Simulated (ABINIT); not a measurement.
Planning a run of ABINIT 10.8.3 on PtSe2 (P-3m1). The input:

```
acell 3*1.0 Angstrom
rprim 
  3.717306547987 0.000000000003 0.000000000000
  -1.858653273996 3.219281904210 0.000000000000
  0.000000000000 0.000000000000 5.820074020000
ntypat 2
znucl 78 34
natom 3
typat 1 2 2
xred 
  0.000000000000 0.000000000000 0.000000000000
  0.666666666667 0.333333333333 0.774611840000
  0.333333333333 0.666666666667 0.225388160000
pp_dirpath "pseudos"
pseudos "Pt.upf, Se.upf"
ecut 48
nspinor 2
ngkpt 3 3 2
nshiftk 1
shiftk 0 0 0
kptopt 1
chksymbreak 0
istwfk *1
occopt 1
irdwfk 1
optdriver 4
nband 190
gwcalctyp 0
ecutsigx 48
symsigma 0
nkptgw 3
kptgw 
  0.0000000000 0.0000000000 0.0000000000
  0.3333333333 0.3333333333 0.0000000000
  0.3333333333 0.0000000000 0.5000000000
bdgw 
  63 70
  63 70
  63 70
ecuteps 4.4
irdscr 1
ppmodel 1
indata_prefix "in"
outdata_prefix "out"
tmpdata_prefix "tmp"
```

```sh
OMP_NUM_THREADS=1 mpirun -n 8 abinit run.abi > log
```

How long will it take on 8 MPI ranks of Arm Neoverse V1, shared host, and how much memory?

It took 78 s; on shared hardware allow 39 s to 2.6 min. Peak host memory was 3.5 GiB.

[Paths, hosts, dates, memory and timing lines, banners, echoed tables and standing remarks are left out of the program output.]

[Logs are printed without paths, hosts, clocks, repeated set-up lines and the standing remarks that a program may print on its own settings, such as how far it seeks lower states.]

[Runs of the session that timed out or met a known fault of the program may be left out.]

[Hosts, paths, dates, database ids (printed as entryN), source tags and the programs' standing remarks are cut or masked in the printed files.]

[G0W0 gaps are taken among the corrected bands and points alone; a level outside them can change the order at an edge.]

[Where Ansatz stands beside ABINIT at settings called matched, ABINIT's density can come from a denser mesh and the files from another edition; pairs whose starting gaps differed by over 0.03 eV were left out, so agreement reads better than it is.]
